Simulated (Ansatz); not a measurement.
**Lattice dynamics of KSrH3 (model cell, started as cubic perovskite with Sr in the octahedra)**

How does KSrH3 (model cell, started as cubic perovskite with Sr in the octahedra) vibrate, and is this structure a minimum?

Main program and level: Ansatz 0.2.0; DFT PBEsol, scalar-relativistic, plane waves, PAW; PAW set soft_1.

Report form: the programs' logs are mostly left out.

The structure was built from a prototype and need not be the compound's stable phase.

### 1. The structure

It takes space group Pm-3m (No. 221, cubic). The conventional cell has a = 4.959 Å, b = 4.959 Å, c = 4.959 Å, α = 90.00°, β = 90.00°, γ = 90.00°. Nearest to K lie 12 H at 3.51 Å. Nearest to Sr lie 6 H at 2.48 Å. Nearest to H lie 2 Sr at 2.48 Å. Farther neighbours are not listed.

### 2. Relaxation

Harmonic phonons are second derivatives at a point where the forces vanish, and they are wanted at zero stress, so atoms and cell are relaxed first.

File input.yaml:

```yaml
crystal:
  lattice:
    - [4.9588, 0.0, 0.0]
    - [0.0, 4.9588, 0.0]
    - [0.0, 0.0, 4.9588]
  atoms:
    - { symbol: K, position: [0.0, 0.0, 0.0] }
    - { symbol: Sr, position: [0.5, 0.5, 0.5] }
    - { symbol: H, position: [0.5, 0.5, 0.0] }
    - { symbol: H, position: [0.5, 0.0, 0.5] }
    - { symbol: H, position: [0.0, 0.5, 0.5] }
kpoints:
  mp_grid: { grid: [4, 4, 4] }
hamiltonian:
  xc: pbesol
  pseudopotentials: { kind: paw, azcp: { folder: soft_1 }, xc_functional: pbe }
scf:
  occupations: { method: gaussian, width: 0.02 }
output:
  forces: true
  stress: true
  eigenvalues: true
relax:
  adjacent_minimum: "off"
  f_tol: 0.005
  max_steps: 80
  cell: { stress_tol: 0.05 }
```

On the command line:

```sh
> ansatz run input.yaml --threads 4 --pin off --max-ram 16384MiB --backend cpu --events-out ev --progress --plain --runs-dir out
```

The job ended after 2.7 s (4 threads of Arm Neoverse V1, shared host; peak memory 0.38 GiB).

Step by step:

| step | energy less that of the first step (eV) | largest force component (eV/Å) | pressure (GPa) | volume (Å³) |
| --- | --- | --- | --- | --- |
| 1 | 0.0000 | 0.0000 | -2.40 | 121.94 |
| 2 | -0.1276 | 0.0000 | -0.91 | 110.25 |
| 3 | -0.1425 | 0.0000 | 0.23 | 104.21 |
| 4 | -0.1431 | 0.0000 | -0.01 | 105.38 |
| 5* | -0.1408 | 0.0000 | -0.04 | 105.38 |

Relaxation steps marked * repeat the geometry before them on a plane-wave basis chosen anew for their cell, so energy and pressure can jump there.

The run keeps the 48 symmetry operations that it works with, so distortions that break them were not tested.

| conventional cell, symmetrised | before | after | change |
| --- | --- | --- | --- |
| a (Å) | 4.959 | 4.723 | -4.7 % |
| b (Å) | 4.959 | 4.723 | -4.7 % |
| c (Å) | 4.959 | 4.723 | -4.7 % |
| volume (Å³/atom) | 24.39 | 21.08 | -13.6 % |

The relaxed structure:

```xyz
5
Lattice="4.7234 0.0000 0.0000 0.0000 4.7234 0.0000 0.0000 0.0000 4.7234" Properties=species:S:1:pos:R:3 pbc="T T T"
K     0.0000    0.0000    0.0000
Sr    2.3617    2.3617    2.3617
H     2.3617    2.3617    0.0000
H     2.3617    0.0000    2.3617
H     0.0000    2.3617    2.3617
```

A gap read on the k-mesh alone can miss the band edges.

This step gave:

```yaml
pressure: -0.03591 GPa
gap_on_the_k_mesh: 2.525 eV
volume_per_atom: 21.08 Å³
direct_gap_on_mesh: 2.602 eV
```

In this step the volume went from 24.39 to 21.08 Å³/atom.

### 3. Bringing the structure to rest

The relaxation is repeated from its end on the same settings, as a check that it has come to rest.

Changes to input.yaml since step 2:

```diff
@@ -2,5 +2,5 @@
   lattice:
-    - [4.9588, 0.0, 0.0]
-    - [0.0, 4.9588, 0.0]
-    - [0.0, 0.0, 4.9588]
+    - [4.7234415537, 0.0, 0.0]
+    - [0.0, 4.7234415537, 0.0]
+    - [0.0, 0.0, 4.7234415537]
   atoms:
```

Wall time 1.1 s (4 threads); peak memory 0.35 GiB; 3.3 s of CPU time.

Little changed from the start: no atom moved by 0.005 Å and no cell edge by 0.1 %.

In this step the volume went from 21.08 to 21.08 Å³/atom.

### 4. Relaxing to small forces for the phonons

Phonons need a cell at rest on their own settings, so the relaxation is repeated with tight tolerances on forces and stress, using the mesh and the filling of the phonon run that follows.

Changes to input.yaml since step 3:

```diff
@@ -17,3 +17,3 @@
 scf:
-  occupations: { method: gaussian, width: 0.02 }
+  occupations: { method: fixed }
 output:
@@ -24,4 +24,4 @@
   adjacent_minimum: "off"
-  f_tol: 0.005
-  max_steps: 80
-  cell: { stress_tol: 0.05 }
+  f_tol: 0.001
+  max_steps: 60
+  cell: { stress_tol: 0.01 }
```

Run time: 1.4 s. Hardware: 4 threads; peak memory 0.35 GiB.

Little changed from the start: no atom moved by 0.005 Å and no cell edge by 0.1 %.

This step gave:

```
pressure           : -0.005649 GPa
gap on the k-mesh  : 2.524 eV
volume per atom    : 21.05 Å³
direct gap on mesh : 2.601 eV
```

The forces vanish by symmetry and the pressure is -0.006 GPa, within the tolerances set. The cell now holds 21.05 Å³/atom.

### 5. Linear response at the zone centre

The zone centre comes first: it holds the modes that light can see, as far as symmetry allows. The response to a homogeneous field gives the Born charges and the dielectric tensor.

input.yaml, the sections that differ from step 4:

```yaml
crystal:
  lattice:
    - [4.7212170871, 0.0, 0.0]
    - [0.0, 4.7212170871, 0.0]
    - [0.0, 0.0, 4.7212170871]
  atoms:
    - { symbol: K, position: [0.0, 0.0, 0.0] }
    - { symbol: Sr, position: [0.5, 0.5, 0.5] }
    - { symbol: H, position: [0.5, 0.5, 0.0] }
    - { symbol: H, position: [0.5, 0.0, 0.5] }
    - { symbol: H, position: [0.0, 0.5, 0.5] }
output:
  eigenvalues: true
phonons:
  method: dfpt
  dielectric: true
  rigid_motions: translations
# kpoints, hamiltonian, scf: as in step 4
# relax: removed
```

It took 12 s on 4 threads; peak memory 0.53 GiB; 42 s of CPU time.

Numbers from this step:

```
sum-rule residual before enforcement                    : 2.02e-4 eV/Å²
miss of the charge sum rule                             : 0.003437 e
estimated error of the dielectric tensor                : 0.007736
estimated error of the Born charges                     : 0.01212 e
point group                                             : m-3m
highest optical mode at the zone centre (no LO-TO term) : 1149 cm⁻¹
lowest optical zone-centre mode                         : -178.4 cm⁻¹
mean high-frequency dielectric constant                 : 3.149
largest Born charge (third of the trace)                : 1.723 e
top of the zone-centre spectrum with the field          : 1229 cm⁻¹
```

Without the LO-TO term. Patterns of degenerate modes are one choice out of their space. Modes at Γ, with each element's share of the kinetic energy (negative means imaginary):

| mode | frequency (cm⁻¹) | symmetry | K % | Sr % | H % |
| --- | --- | --- | --- | --- | --- |
| 1 | -178.4 | T2u | 0 | 0 | 100 |
| 2 | -178.4 | T2u | 0 | 0 | 100 |
| 3 | -178.4 | T2u | 0 | 0 | 100 |
| 4 | -116.2 | T1u | 52 | 15 | 33 |
| 5 | -116.2 | T1u | 52 | 15 | 33 |
| 6 | -116.2 | T1u | 52 | 15 | 33 |
| 7 | 0.0 | acoustic | 30 | 68 | 2 |
| 8 | 0.0 | acoustic | 30 | 68 | 2 |
| 9 | 0.0 | acoustic | 30 | 68 | 2 |
| 10 | 218.0 | T1u | 18 | 17 | 65 |
| 11 | 218.0 | T1u | 18 | 17 | 65 |
| 12 | 218.0 | T1u | 18 | 17 | 65 |
| 13 | 1148.8 | T1u | 0 | 1 | 99 |
| 14 | 1148.8 | T1u | 0 | 1 | 99 |
| 15 | 1148.8 | T1u | 0 | 1 | 99 |

Displacements in mode 1 (-178.4 cm⁻¹), the largest set to 1:
```
K1   0.00  0.00  0.00
Sr2  0.00  0.00  0.00
H3   0.04  0.15  0.00
H4  -0.04  0.00 -1.00
H5   0.00 -0.15  1.00
```

Displacements in mode 13 (1148.8 cm⁻¹), the largest set to 1:
```
K1   0.00  0.00  0.00
Sr2 -0.01  0.00  0.00
H3  -0.04  0.00  0.00
H4  -0.04  0.00  0.00
H5   1.00  0.00  0.00
```

Optical modes at the zone centre, without and with the macroscopic field of the longitudinal modes; each column is sorted by frequency, so a row need not hold one and the same mode. Modes with and without the field, by row:

| rank among optical modes | no field (cm⁻¹) | q along (1, 0, 0) (cm⁻¹) |
| --- | --- | --- |
| 1 | -178.4 | -178.4 |
| 2 | -178.4 | -178.4 |
| 3 | -178.4 | -178.4 |
| 4 | -116.2 | -116.2 |
| 5 | -116.2 | -116.2 |
| 6 | -116.2 | 90.6 |
| 7 | 218 | 218 |
| 8 | 218 | 218 |
| 9 | 218 | 514.1 |
| 10 | 1149 | 1149 |
| 11 | 1149 | 1149 |
| 12 | 1149 | 1229 |

Born charge (rows field, columns displacement) (e), principal values of the symmetric part by kind of site:

| atom | atoms with these values | low | middle | high | mean |
| --- | --- | --- | --- | --- | --- |
| K1 | 1 | 1.19 | 1.19 | 1.19 | 1.19 |
| Sr2 | 1 | 1.72 | 1.72 | 1.72 | 1.72 |
| H3 | 3 | -1.09 | -0.91 | -0.91 | -0.97 |

In full for K1:

```
1.19 0.00 0.00
0.00 1.19 0.00
0.00 0.00 1.19
```

High-frequency dielectric tensor:

```
3.15 0.00 0.00
0.00 3.15 0.00
0.00 0.00 3.15
```

Transverse modes; imaginary modes are left out. Lines of the infrared spectrum (strongest = 100):

| position (cm⁻¹) | label | relative intensity |
| --- | --- | --- |
| 218 | T1u | 100 |
| 1149 | T1u | 97 |

Before it was imposed, the acoustic sum rule was missed by 2.0e-4 eV/Å² and the charge sum rule by 0.0034 e. Small misses are needed for a sound result but don't prove that mesh and cutoff are converged. The lowest optical mode is imaginary, 178.4i cm⁻¹, so the energy falls along it.

### 6. Response at finite wavevector

Stability and thermal properties need the whole zone. Linear response on a 2×2×2 q mesh gives force constants as far as a supercell of that size would, and the tensors from the zone-centre run are typed in so that the long-range dipole term is interpolated apart.

input.yaml, the sections that differ from step 5:

```yaml
phonons:
  method: dfpt
  qmesh: [2, 2, 2]
  temperatures: { t_max: 1000, t_step: 50 }
  qpath:
    path:
      - [[0.0, 0.0, 0.0], [0.0, 0.5, 0.0], [0.5, 0.5, 0.0], [0.0, 0.0, 0.0], [0.5, 0.5, 0.5], [0.0, 0.5, 0.0]]
      - [[0.5, 0.5, 0.5], [0.5, 0.5, 0.0]]
    npoints: 10
  non_analytic_term:
    high_frequency_dielectric_tensor: [[3.1492, 0.0, 0.0], [0.0, 3.1492, 0.0], [0.0, 0.0, 3.1492]]
    born_effective_charges:
      - { species: K, tensor: [[1.1875, 0.0, 0.0], [0.0, 1.1875, 0.0], [0.0, 0.0, 1.1875]] }
      - { species: Sr, tensor: [[1.7231, 0.0, 0.0], [0.0, 1.7231, 0.0], [0.0, 0.0, 1.7231]] }
      - { species: H, tensor: [[-0.9111, 0.0, 0.0], [0.0, -0.9111, 0.0], [0.0, 0.0, -1.0884]] }
      - { species: H, tensor: [[-0.9111, 0.0, 0.0], [0.0, -1.0884, 0.0], [0.0, 0.0, -0.9111]] }
      - { species: H, tensor: [[-1.0884, 0.0, 0.0], [0.0, -0.9111, 0.0], [0.0, 0.0, -0.9111]] }
    source: "zone-centre run at this cell"
# crystal, kpoints, hamiltonian, scf, output: as in step 5
```

The job ended after 28 s (4 threads; peak memory 0.52 GiB; 1.7 min of CPU time).

Numbers from this step:

```
sum-rule residual before enforcement                    : 1.88e-4 eV/Å²
lowest frequency on the path                            : -353.8 cm⁻¹
highest frequency on the path or at a solved wavevector : 1303 cm⁻¹
lowest mode on the q mesh (acoustic modes at Γ apart)   : -353.8 cm⁻¹
```

Frequencies (cm⁻¹) solved at each irreducible wavevector; negative means imaginary. Frequencies by wavevector, by row:

| q in reciprocal lattice units | star | mode 1 | mode 2 | mode 3 | mode 4 | mode 13 | mode 14 | mode 15 |
| --- | --- | --- | --- | --- | --- | --- | --- | --- |
| 0 0 0 | 1 | -178.4 | -178.4 | -178.4 | -116.2 | 1149 | 1149 | 1149 |
| 0 0 -0.5 | 3 | -109.3 | -109.3 | -55.6 | -55.6 | 1148 | 1148 | 1264 |
| 0 -0.5 -0.5 | 3 | -345.5 | -96.9 | -96.9 | 41.4 | 1147 | 1189 | 1287 |
| -0.5 -0.5 -0.5 | 1 | -353.8 | -353.8 | -353.8 | -52 | 1189 | 1189 | 1303 |

Interpolated from a 2×2×2 q mesh, with the LO-TO term (at Γ the limit along the path; where Γ stands inside the path, tables give the limit on arrival). The phonon branches at the labelled points (cm⁻¹):

| point | branch 1 | branch 2 | branch 3 | branch 4 | branch 12 | branch 13 | branch 14 | branch 15 |
| --- | --- | --- | --- | --- | --- | --- | --- | --- |
| Γ | -178 | -178 | -178 | -116 | 514 | 1149 | 1149 | 1229 |
| halfway | -130 | -130 | -80 | -80 | 532 | 1148 | 1148 | 1246 |
| X | -109 | -109 | -56 | -56 | 549 | 1148 | 1148 | 1264 |
| halfway | -266 | -93 | -70 | -27 | 564 | 1147 | 1174 | 1271 |
| M | -346 | -97 | -97 | 41 | 576 | 1147 | 1189 | 1287 |
| halfway | -234 | -100 | -70 | -44 | 549 | 1148 | 1168 | 1253 |
| Γ | -178 | -178 | -178 | -116 | 514 | 1149 | 1149 | 1229 |
| halfway | -247 | -215 | -215 | -42 | 546 | 1168 | 1168 | 1260 |
| R | -354 | -354 | -354 | -52 | 529 | 1189 | 1189 | 1303 |
| halfway | -278 | -251 | -223 | -47 | 553 | 1169 | 1177 | 1278 |
| X | -109 | -109 | -56 | -56 | 549 | 1148 | 1148 | 1264 |
| jump to R | -354 | -354 | -354 | -52 | 529 | 1189 | 1189 | 1303 |
| halfway | -350 | -267 | -267 | -48 | 552 | 1172 | 1189 | 1292 |
| M | -346 | -97 | -97 | 41 | 576 | 1147 | 1189 | 1287 |

Tetrahedra on a 14×14×14 mesh, mean over bins of 20 cm-1. Interpolated from a 2×2×2 q mesh. The phonon density of states by wavenumber; read off at these points:

wavenumber (cm⁻¹), phonon density of states (1/cm⁻¹/cell) and a bar:
```
     -350     0.0030 ##
     -310     0.0077 #####
     -270     0.0079 #####
     -210     0.0086 ######
     -170     0.0107 #######
     -130     0.0158 ##########
      -90     0.0156 ##########
      -50     0.0450 #############################
      -30     0.0222 ##############
       10     0.0078 #####
       50     0.0174 ###########
       90     0.0339 ######################
      130     0.0369 ########################
      150     0.0232 ###############
      190     0.0076 #####
      230     0.0147 #########
      270     0.0067 ####
      330     0.0090 ######
      370     0.0073 #####
      410     0.0060 ####
      450     0.0048 ###
      510     0.0026 ##
      550     0.0321 #####################
      590     0.0000 
      630     0.0000 
      690     0.0000 
      730     0.0000 
      770     0.0000 
      810     0.0000 
      870     0.0000 
      910     0.0000 
      950     0.0000 
      990     0.0000 
     1050     0.0000 
     1090     0.0000 
     1130     0.0000 
     1150     0.0465 ##############################
     1170     0.0365 ########################
     1230     0.0024 ##
     1270     0.0244 ################
     1310     0.0002
```

The partial phonon density of states has structure finer than the step of the table below, so its rows give means over 50 cm⁻¹, whole bins alone (the curve runs from -360 to 1351 cm⁻¹). Peaks (cm⁻¹: height): H -242.0: 0.0110, -177.4: 0.0130, 231.6: 0.0103, 554.5: 0.0237, 1157.2: 0.0413, 1264.9: 0.0197; K -37.5: 0.0338, 59.4: 0.00937; Sr 124.0: 0.0284.

Phonopy on the run's constants, 13x13x13 mesh, Gaussian sigma 12.2 cm-1. Interpolated from a 2×2×2 q mesh. The partial phonon density of states by wavenumber; means over each step; values in 1/cm⁻¹/cell:

| wavenumber (cm⁻¹) | H | K | Sr |
| --- | --- | --- | --- |
| -300 | 0.00781 | 2.1e-5 | 2.3e-5 |
| -250 | 0.00871 | 1.0e-4 | 8.6e-5 |
| -200 | 0.00821 | 4.0e-4 | 2.2e-4 |
| -150 | 0.00959 | 0.00178 | 8.9e-4 |
| -100 | 0.00750 | 0.00914 | 0.00177 |
| -50 | 0.00306 | 0.0237 | 0.00156 |
| 0 | 7.1e-4 | 0.00716 | 0.00116 |
| 50 | 0.00139 | 0.00832 | 0.00950 |
| 100 | 0.00366 | 0.00410 | 0.0255 |
| 150 | 0.00532 | 0.00145 | 0.0161 |
| 200 | 0.00595 | 0.00104 | 0.00142 |
| 250 | 0.00737 | 0.00103 | 6.6e-4 |
| 300 | 0.00650 | 6.4e-4 | 3.2e-4 |
| 350 | 0.00739 | 5.0e-4 | 2.1e-4 |
| 400 | 0.00591 | 2.6e-4 | 7.4e-5 |
| 450 | 0.00464 | 1.5e-4 | 2.5e-5 |
| 500 | 0.00420 | 7.8e-5 | 2.3e-5 |
| 550 | 0.0168 | 8.9e-5 | 1.9e-4 |
| 600 | 0.00170 | 6.4e-6 | 1.1e-5 |
| 650 | 0 | 0 | 0 |
| 700 | 0 | 0 | 0 |
| 750 | 0 | 0 | 0 |
| 800 | 0 | 0 | 0 |
| 850 | 0 | 0 | 0 |
| 900 | 0 | 0 | 0 |
| 950 | 0 | 0 | 0 |
| 1000 | 0 | 0 | 0 |
| 1050 | 0 | 0 | 0 |
| 1100 | 4.3e-4 | 0 | 3.3e-6 |
| 1150 | 0.0278 | 0 | 1.8e-4 |
| 1200 | 0.0120 | 0 | 3.1e-5 |
| 1250 | 0.0123 | 0 | 4.1e-5 |
| 1300 | 0.00716 | 0 | 1.0e-5 |

Symmetry leaves 4 wavevectors to solve. The lowest mode among them, the acoustic zeros apart, lies at q = (-0.5, -0.5, -0.5) and is imaginary, 353.8i cm⁻¹, so the energy falls along it.

### 7. Results

```json
{
 "space group after relaxation (within 0.01 Å)": "Pm-3m",
 "volume per atom": "21.0 Å³",
 "gap on the k-mesh": "2.52 eV",
 "highest optical mode at the zone centre (no LO-TO term)": "1149 cm⁻¹",
 "top of the zone-centre spectrum with the field": "1229 cm⁻¹",
 "lowest optical zone-centre mode": "-178 cm⁻¹",
 "mean high-frequency dielectric constant": "3.15",
 "largest Born charge (third of the trace)": "1.72 e",
 "lowest mode on the q mesh (acoustic modes at Γ apart)": "-354 cm⁻¹",
 "highest frequency on the path or at a solved wavevector": "1303 cm⁻¹",
 "imaginary modes on the 2×2×2 q mesh": "yes"
}
```

What this shows: Modes are clearly imaginary (beyond 10i cm⁻¹) at 4 of the 4 irreducible wavevectors, most at q = (-0.5, -0.5, -0.5) (353.8i cm⁻¹), so this structure is not a minimum of the energy. Without the field, the optical modes at Γ span -178 to 1149 cm⁻¹ (negative means imaginary). The highest mode in this list at Γ, 1148.8 cm⁻¹, is mostly motion of H (99 % of the kinetic energy). With the macroscopic field of the longitudinal modes the top of the zone-centre spectrum lies at 1229 cm⁻¹, against 1149 cm⁻¹ without it. Among the real modes, the strongest infrared line is at 218 cm⁻¹. The PAW files were made for PBE and serve the other functionals too. The starting cell was built on a prototype and not taken from a measurement, so the phase need not exist. These are harmonic frequencies at zero temperature: anharmonic shifts, linewidths and thermal expansion are left out.

[Logs are printed without paths, hosts, clocks, repeated set-up lines and the standing remarks that a program may print on its own settings, such as how far it seeks lower states.]

[Hosts, paths, dates, database ids (printed as entryN), source tags and the programs' standing remarks are cut or masked in the printed files.]
